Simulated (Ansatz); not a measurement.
# Al on W(100), one layer, both faces: core shifts and d bands, part 4 of 4

Wanted: the photoemission signature of Al on W(100), one layer, both faces. Spin–orbit coupling is left out of the bands throughout.

Ansatz 0.2.0; DFT, LDA, plane-wave PAW, default files, scalar-relativistic.

So far, work function, upper face (eV): step 2 (the clean face) 4.42; step 3 (relaxation) 3.50; step 4 (bands by layer) 3.50.

**5. Core holes**

XPS shifts tell sites apart. Each chosen atom gets a core hole in a self-consistent pass of its own.

The input, input.yaml:

```yaml
crystal:
  lattice:
    - [6.34, 0.0, 0.0]
    - [0.0, 6.34, 0.0]
    - [0.0, 0.0, 20.34]
  atoms:
    - { symbol: Al, position: [0.0, 0.0, 0.6413577276] }
    - { symbol: Al, position: [0.5, 0.0, 0.6413577276] }
    - { symbol: Al_h, position: [0.0, 0.5, 0.6413577276] }
    - { symbol: Al_h, position: [0.5, 0.5, 0.6413577276] }
    - { symbol: W_h, position: [0.25, 0.25, 0.5743533101] }
    - { symbol: W, position: [0.75, 0.25, 0.5743533101] }
    - { symbol: W, position: [0.25, 0.75, 0.5743533101] }
    - { symbol: W, position: [0.75, 0.75, 0.5743533101] }
    - { symbol: W_h, position: [0.0, 0.0, 0.5] }
    - { symbol: W, position: [0.5, 0.0, 0.5] }
    - { symbol: W, position: [0.0, 0.5, 0.5] }
    - { symbol: W, position: [0.5, 0.5, 0.5] }
    - { symbol: W, position: [0.25, 0.25, 0.4256466899] }
    - { symbol: W, position: [0.75, 0.25, 0.4256466899] }
    - { symbol: W, position: [0.25, 0.75, 0.4256466899] }
    - { symbol: W, position: [0.75, 0.75, 0.4256466899] }
    - { symbol: Al, position: [0.0, 0.0, 0.3586422724] }
    - { symbol: Al, position: [0.5, 0.0, 0.3586422724] }
    - { symbol: Al, position: [0.0, 0.5, 0.3586422724] }
    - { symbol: Al, position: [0.5, 0.5, 0.3586422724] }
kpoints:
  mp_grid: { grid: [6, 6, 1] }
scf:
  occupations: { method: fermi_dirac, width: 0.05 }
  n_extra_bands: 16
hamiltonian:
  xc: lda
  pseudopotentials: { kind: paw }
output:
  forces: true
  write_potential: true
  volumetric_format: []
  core_levels:
    shells: { W_h: "4f", Al_h: "2p" }
    counted_from: fermi_level
    add_spin: false
```

Started as:

```sh
$ ansatz run input.yaml --threads 4 --pin off --max-ram 14336MiB --backend cpu --events-out ev --progress --plain --runs-dir out
```

Numbers of over 12 decimals in the logs are rounded to 6 here.

The program printed:

```text
[...]
Crystal: 20 atoms, lattice volume = 817.579 Å³
Basis set: ecut = 420 eV, 15999 PW (Γ)
Bands: 112, of which v1, the nominal top of the filled ones, is band 96 counted from 1 (95 counted from 0)
Symmetry: 1 space group operations
[...]
k-points: 20 of 36 (time reversal used)
[...]
SCF iter   1: F=—  HF=-125653.482765 eV  |F-HF|=—  |Δ(HF+E_count)|=         —  Δρ=4.72e-3  dr2=1.61e-1  ethr=1.77e-3  ⟨swp⟩=10.1  Hψ=10830  notcnv=0
[...]
SCF iter   8: F=-125653.446836 eV  HF=-125653.446836 eV  |F-HF|=2.73e-8  |Δ(HF+E_count)|=   1.88e-7  Δρ=2.21e-6  dr2=9.57e-8  ethr=5.21e-11  ⟨swp⟩=15.4  Hψ=22061  notcnv=0
SCF 1 converged in 8 iterations: F = -125653.446836 eV  dr2 = 9.57e-8
[...]
── core hole 1/4: 2p of Al_h 2 ──
── 2p of Al_h 2: 72.698 eV over the cell without the hole, in 13 iterations ──
── core hole 2/4: 2p of Al_h 3 ──
── 2p of Al_h 3: 72.698 eV over the cell without the hole, in 13 iterations ──
── core hole 3/4: 4f of W_h 4 ──
── 4f of W_h 4: 31.977 eV over the cell without the hole, in 13 iterations ──
── core hole 4/4: 4f of W_h 8 ──
── 4f of W_h 8: 32.315 eV over the cell without the hole, in 12 iterations ──
SCF converged after 8 iterations
Free energy (F): -125653.446836 eV
[...]
Internal energy: -125653.290058 eV  (E = F + TS)
E sigma→0 (E₀):  -125653.368447 eV
Entropy (-TS):   -0.156778 eV (-7.839 meV/atom)
Fermi energy:    4.301030 eV
[...]
--- Forces (eV/Å), atoms counted from 1 ---
  atom   1  Al       0.00000005    -0.00000020     0.00378126
  atom   2  Al      -0.00000001    -0.00000027     0.00381226
  atom   3  Al_h     0.00000009     0.00000022     0.00381209
  atom   4  Al_h    -0.00000005     0.00000027     0.00379281
  atom   5  W_h     -0.00000887    -0.00000855    -0.00292889
  atom   6  W        0.00000891    -0.00000856    -0.00292905
  atom   7  W       -0.00000886     0.00000855    -0.00292900
  atom   8  W        0.00000883     0.00000858    -0.00292895
  atom   9  W_h      0.00000011    -0.00000041    -0.00000003
  atom  10  W       -0.00000006    -0.00000037    -0.00000008
  atom  11  W        0.00000003     0.00000043    -0.00000002
  atom  12  W       -0.00000002     0.00000037    -0.00000010
  atom  13  W       -0.00000879    -0.00000855     0.00292855
  atom  14  W        0.00000883    -0.00000851     0.00292859
  atom  15  W       -0.00000880     0.00000857     0.00292863
  atom  16  W        0.00000878     0.00000852     0.00292882
  atom  17  Al       0.00000014    -0.00000011    -0.00378106
  atom  18  Al      -0.00000010    -0.00000016    -0.00381201
  atom  19  Al       0.00000014     0.00000010    -0.00381189
  atom  20  Al      -0.00000011     0.00000012    -0.00379254
  max |Σ_I F_I| component: 5.93e-7 eV/Å
--- Band table (eV; the first three rows and the last of 20) ---
  k-point 0: bands = [... 92 lower, 3.8045, 3.9945, 3.9945, 4.3606, 4.3607, 4.6364, 4.6639, 5.1084, ... 12 higher]
  k-point 1: bands = [... 92 lower, 3.7598, 3.8870, 3.9993, 4.0219, 4.2478, 4.7044, 4.7753, 4.9536, ... 12 higher]
  k-point 2: bands = [... 92 lower, 3.4355, 3.8734, 4.4173, 4.5427, 4.5637, 4.5693, 4.5790, 4.6067, ... 12 higher]
  k-point 19: bands = [... 92 lower, 3.1314, 3.1314, 3.1314, 3.1314, 4.3521, 4.3521, 4.3521, 4.3521, ... 12 higher]
--- Core levels from the Fermi level (as output.core_levels.counted_from types it; a hole's nearest image at 6.3 Å) ---
  the holes have no spin, as output.core_levels.add_spin types it
  atom         alike  shell      binding/eV   shift/eV difference/eV images/eV   SCF
  Al_h 2           1     2p          72.698     +0.000        72.698         –    13
  Al_h 3           1     2p          72.698     +0.000        72.698         –    13
  W_h 4            1     4f          31.977     +0.000        31.977         –    13
  W_h 8            1     4f          32.315     +0.338        32.315         –    12
  the dataset of Al_h with a 2p hole: scattering error 0.001 eV (0.004 eV in the local channel); free atom: scalar-relativistic, large and small components
  the two lines of Al_h's 2p: 2p1/2 +0.276 eV and 2p3/2 -0.138 eV off its levels, 1 : 2 in strength
  the dataset of W_h with a 4f hole: scattering error 0.074 eV; outside its bounds: its channels together can move a line by 0.076 eV; free atom: scalar-relativistic, large and small components
  the two lines of W_h's 4f: 4f5/2 +1.218 eV and 4f7/2 -0.914 eV off its levels, 3 : 4 in strength
```

The job ended after 8 min (4 threads of Arm Neoverse V1, shared host; peak memory 2.7 GiB; 31 min of CPU time).

This step gave:

| Property | Result |
| --- | --- |
| symmetry operations | 1 |

Levels are total-energy differences with one electron taken from the core. The electron goes to the Fermi level, so the difference is a binding energy from E_F. The hole's nearest image is 6.3 Å away, and the holes carry no spin, so absolute levels are rough.

| atom | region | shell | level (eV) | shift (eV) | j lines (eV) | doubts |
| --- | --- | --- | --- | --- | --- | --- |
| Al3 | layer 1 | 2p | 72.70 | -0.00 | 72.97 / 72.56 | - |
| Al4 | layer 1 | 2p | 72.70 | +0.00 | 72.97 / 72.56 | - |
| W5 | layer 2 | 4f | 31.98 | -0.34 | 33.20 / 31.06 | dataset error 0.07 eV |
| W9 | layer 3 | 4f | 32.31 | +0.00 | 33.53 / 31.40 | dataset error 0.07 eV |

Levels of p, d and f shells are means over their two j lines, weighted by degeneracy; the splitting comes from the atom's own solve. Shifts count from the last listed atom of each element.

The Al 2p lines of the listed atoms alone (other atoms of the cell aren't counted), as Gaussians 0.8 eV wide, no depth weighting. Intensity against Al 2p level; read off at these points:

| Al 2p level (eV) | intensity (%) |
| --- | --- |
| 71.20 | 0.0260 |
| 71.40 | 0.231 |
| 71.60 | 1.45 |
| 71.80 | 6.49 |
| 72.00 | 20.7 |
| 72.20 | 47.4 |
| 72.40 | 79.1 |
| 72.60 | 98.6 |
| 72.67 | 100.0 |
| 72.80 | 94.8 |
| 73.00 | 72.5 |
| 73.20 | 44.5 |
| 73.40 | 21.4 |
| 73.60 | 7.87 |
| 73.80 | 2.13 |
| 74.00 | 0.419 |
| 74.20 | 0.0589 |
| 74.40 | 0.00589 |

The W 4f lines of the listed atoms alone (other atoms of the cell aren't counted), as Gaussians 0.5 eV wide, no depth weighting. Table of intensity by W 4f level; read off at these points:

W 4f level (eV), intensity (%) and a bar:
```
    30.10          0 
    30.20          0 
    30.30          0 
    30.40          1 
    30.50          2 #
    30.60          6 ##
    30.70         16 #####
    30.80         33 ##########
    30.90         55 #################
    31.00         77 #######################
    31.10         93 ############################
    31.20        100 ##############################
    31.23        100 ##############################
    31.30         98 #############################
    31.40         88 ##########################
    31.50         70 #####################
    31.60         47 ##############
    31.70         26 ########
    31.80         12 ####
    31.90          4 #
    32.00          1 
    32.10          0 
    32.20          0 
    32.30          0 
    32.40          0 
    32.50          0 
    32.60          1 
    32.70          3 #
    32.80          9 ###
    32.90         20 ######
    33.00         36 ###########
    33.10         53 ################
    33.20         66 ####################
    33.30         74 ######################
    33.36         75 #######################
    33.40         75 ######################
    33.50         69 #####################
    33.60         57 #################
    33.70         41 ############
    33.80         24 #######
    33.90         12 ####
    34.00          5 #
    34.10          1 
    34.20          0 
    34.30          0 
    34.40          0 
    34.50          0
```

**6. Constant-energy maps**

Analysers record intensity over the zone at fixed energy, so the same weights are taken on a square grid of wave vectors.

Changes to input.yaml since step 5:

```diff
@@ -8,5 +8,5 @@
     - { symbol: Al, position: [0.5, 0.0, 0.6413577276] }
-    - { symbol: Al_h, position: [0.0, 0.5, 0.6413577276] }
-    - { symbol: Al_h, position: [0.5, 0.5, 0.6413577276] }
-    - { symbol: W_h, position: [0.25, 0.25, 0.5743533101] }
+    - { symbol: Al, position: [0.0, 0.5, 0.6413577276] }
+    - { symbol: Al, position: [0.5, 0.5, 0.6413577276] }
+    - { symbol: W, position: [0.25, 0.25, 0.5743533101] }
     - { symbol: W, position: [0.75, 0.25, 0.5743533101] }
@@ -14,3 +14,3 @@
     - { symbol: W, position: [0.75, 0.75, 0.5743533101] }
-    - { symbol: W_h, position: [0.0, 0.0, 0.5] }
+    - { symbol: W, position: [0.0, 0.0, 0.5] }
     - { symbol: W, position: [0.5, 0.0, 0.5] }
@@ -30,3 +30,3 @@
   occupations: { method: fermi_dirac, width: 0.05 }
-  n_extra_bands: 16
+  n_extra_bands: 20
 hamiltonian:
@@ -38,5 +38,18 @@
   volumetric_format: []
-  core_levels:
-    shells: { W_h: "4f", Al_h: "2p" }
-    counted_from: fermi_level
-    add_spin: false
+  eigenstates:
+    kpoints:
+      - [-0.240113, -0.240113, 0.0]
+      - [-0.1161018, -0.240113, 0.0]
+      - [0.0079096, -0.240113, 0.0]
+      - [0.1319208, -0.240113, 0.0]
+      - [0.2559322, -0.240113, 0.0]
+      - [0.3799434, -0.240113, 0.0]
+      # [... 58 more points ...]
+      - [0.0, -0.1240114, 0.0]
+      - [0.0, 0.0, 0.0]
+    e_range: [-3.0, 1.5]
+    unfold:
+      supercell_matrix: [[2, 0, 0], [0, 2, 0], [0, 0, 1]]
+      layers:
+        axis: 3
+        edges: [0.161986, 0.444234, 0.444334, 0.555664, 0.555764, 0.838013]
```

The program printed:

```text
[...]
Crystal: 20 atoms, lattice volume = 817.579 Å³
Basis set: ecut = 420 eV, 15999 PW (Γ)
Bands: 116, of which v1, the nominal top of the filled ones, is band 96 counted from 1 (95 counted from 0)
Symmetry: 64 space group operations
[...]
k-points: 10 of 36
[...]
SCF iter   1: F=—  HF=-125653.483245 eV  |F-HF|=—  |Δ(HF+E_count)|=         —  Δρ=4.72e-3  dr2=1.60e-1  ethr=1.77e-3  ⟨swp⟩=9.4  Hψ=5606  notcnv=0  defer=2
[...]
SCF iter   8: F=-125653.446836 eV  HF=-125653.446836 eV  |F-HF|=3.43e-8  |Δ(HF+E_count)|=   1.55e-7  Δρ=1.57e-6  dr2=8.10e-8  ethr=5.21e-11  ⟨swp⟩=23.1  Hψ=10980  notcnv=0
SCF 1 converged in 8 iterations: F = -125653.446836 eV  dr2 = 8.10e-8
[...]
SCF converged after 8 iterations
Free energy (F): -125653.446836 eV
[...]
Internal energy: -125653.290058 eV  (E = F + TS)
E sigma→0 (E₀):  -125653.368447 eV
Entropy (-TS):   -0.156777 eV (-7.839 meV/atom)
Fermi energy:    4.301022 eV
[...]
--- Forces (eV/Å), atoms counted from 1 ---
  atom   1  Al    -0.00000000    -0.00000000     0.00379828
  atom   2  Al    -0.00000000     0.00000000     0.00379828
  atom   3  Al     0.00000000    -0.00000000     0.00379828
  atom   4  Al     0.00000000     0.00000000     0.00379828
  atom   5  W      0.00000000     0.00000000    -0.00295488
  atom   6  W     -0.00000000     0.00000000    -0.00295488
  atom   7  W      0.00000000     0.00000000    -0.00295488
  atom   8  W     -0.00000000     0.00000000    -0.00295488
  atom   9  W      0.00000000    -0.00000000    -0.00000000
  atom  10  W      0.00000000    -0.00000000     0.00000000
  atom  11  W      0.00000000    -0.00000000    -0.00000000
  atom  12  W      0.00000000    -0.00000000     0.00000000
  atom  13  W     -0.00000000     0.00000000     0.00295488
  atom  14  W      0.00000000     0.00000000     0.00295488
  atom  15  W     -0.00000000     0.00000000     0.00295488
  atom  16  W      0.00000000     0.00000000     0.00295488
  atom  17  Al     0.00000000     0.00000000    -0.00379828
  atom  18  Al     0.00000000    -0.00000000    -0.00379828
  atom  19  Al    -0.00000000     0.00000000    -0.00379828
  atom  20  Al     0.00000000    -0.00000000    -0.00379828
  max |Σ_I F_I| component: 2.17e-18 eV/Å
--- Band table (eV; the first three rows and the last of 10) ---
  k-point 0: bands = [... 92 lower, 3.8045, 3.9945, 3.9945, 4.3606, 4.3606, 4.6364, 4.6639, 5.1084, ... 16 higher]
  k-point 1: bands = [... 92 lower, 3.7598, 3.8870, 3.9993, 4.0219, 4.2478, 4.7044, 4.7752, 4.9536, ... 16 higher]
  k-point 2: bands = [... 92 lower, 3.4355, 3.8734, 4.4173, 4.5427, 4.5637, 4.5693, 4.5790, 4.6067, ... 16 higher]
  k-point 9: bands = [... 92 lower, 3.1314, 3.1314, 3.1314, 3.1314, 4.3521, 4.3521, 4.3521, 4.3521, ... 16 higher]
```

The job ended after 2.3 min (4 threads; peak memory 3.8 GiB; 9.2 min of CPU time).

Numbers from this step:

```
symmetry operations : 64
```

A(k, E = +0.00 eV), top over kx and ky. Zero: Fermi level; centre [0, 0, 0]; axes [1, 0, 0], [0, 1, 0].

Ten even steps from '_' (0.25 eV⁻¹) to '@' (1.19 eV⁻¹):
```
==______++++++==----..----==++++++______==
__________##++++**..--..**++++##__________
____::____++====**::--::**====++____::____
__________##++++**..::..**++++##__________
++______##++++==::==::==::==++++##______++
++##++##++====--..........--====++##++##++
++++==++++==--::--**++**--::--==++++==++++
==++==++==--::::++%%::%%++::::--==++==++==
--******::..--++@@##--##@@++--..::******--
--..::..==..**%%##--::--##%%**..==..::..--
..----::::..++::--::..::--::++..::::----..
--..::..==..**%%##--::--##%%**..==..::..--
--******::..--++@@##--##@@++--..::******--
==++==++==--::::++%%::%%++::::--==++==++==
++++==++++==--::--**++**--::--==++++==++++
++##++##++====--..........--====++##++##++
++______##++++==::==::==::==++++##______++
__________##++++**..::..**++++##__________
____::____++====**::--::**====++____::____
__________##++++**..--..**++++##__________
==______++++++==----..----==++++++______==
```
Columns: kx (Å⁻¹) from -1.23 to 1.23; rows upwards: ky (Å⁻¹) from -1.23 to 1.23.

A(k, E = -0.50 eV), top over kx and ky. Zero: Fermi level; centre [0, 0, 0]; axes [1, 0, 0], [0, 1, 0].

Ten even steps from '0' (0.14 eV⁻¹) to '9' (1.16 eV⁻¹):
```
000003422595224300000
037200422848224002730
073500413636314005370
025200422959224002520
000004312484213400000
300041002535200140003
444430005101500034444
221210032000230012122
223222520000025222322
586945100131001549685
943583000393000385349
586945100131001549685
223222520000025222322
221210032000230012122
444430005101500034444
300041002535200140003
000004312484213400000
025200422959224002520
073500413636314005370
037200422848224002730
000003422595224300000
```
Columns: kx (Å⁻¹) from -1.23 to 1.23; rows upwards: ky (Å⁻¹) from -1.23 to 1.23.

In the map at +0.00 eV the intensity peaks 0.35 Å⁻¹ from the map's centre (the map runs past the first zone), and 80 % of the points pass 30 % of that peak; the grid step of 0.12 Å⁻¹ is coarse against sharp contours.

**7. Outcome**

```yaml
work_function: 3.50 eV
change_from_the_clean_face: -0.92 eV
w_5d_centre_of_the_filled_part_above_minus_10_ev_from_the_plotted_curve_layer_3: -3.27 eV
w_core_shifts_among_the_listed_atoms_from_the_last_listed_one: -0.34 to +0.00 eV
```

What this shows: The Fermi level of Al on W(100), one layer, both faces lies 3.50 eV below the vacuum, a change of -0.92 eV from the clean face. No level with weight over 0.3 between −3.0 and 1.4 eV at the labelled points has over 36 % of its weight in the top region and under 6 % in the middle, the test used here for a surface state; levels near these limits can still be surface states of a thicker slab. Core shifts: W -0.34 to +0.00 eV. Among the sites run, the most bound W 4f level is that of W9 (layer 3), bonded to 12 W and 2 Al; the least bound, 0.34 eV shallower, that of W5 (layer 2), bonded to 9 W and 4 Al. At 21.2 eV the valence spectrum has its highest listed peaks within 10.8 eV at 1.1 eV (W 5d), 2.8 eV (W 5d) and 4.0 eV (W 5d). At 1486.7 eV the valence spectrum has its highest listed peaks within 11.2 eV at 1.1 eV (W 5d), 2.8 eV (W 5d) and 4.0 eV (W 5d). The shell named is the one with most of the intensity, cross sections included, not always the one with most states there. Spin–orbit coupling is left out, which matters for the heavy atoms here. The slab's own atoms span 5.8 Å, so bulk bands appear as a few quantum-well levels, and states of the two faces can mix.

[Logs are printed without paths, hosts, clocks, repeated set-up lines and the standing remarks that a program may print on its own settings, such as how far it seeks lower states.]

[Hosts, paths, dates, database ids (printed as entryN), source tags and the programs' standing remarks are cut or masked in the printed files.]

[Maps of the electrostatic potential energy from Ansatz leave out the sawtooth potential of an applied field or a dipole correction, so their vacuum need not be flat; work functions include it.]
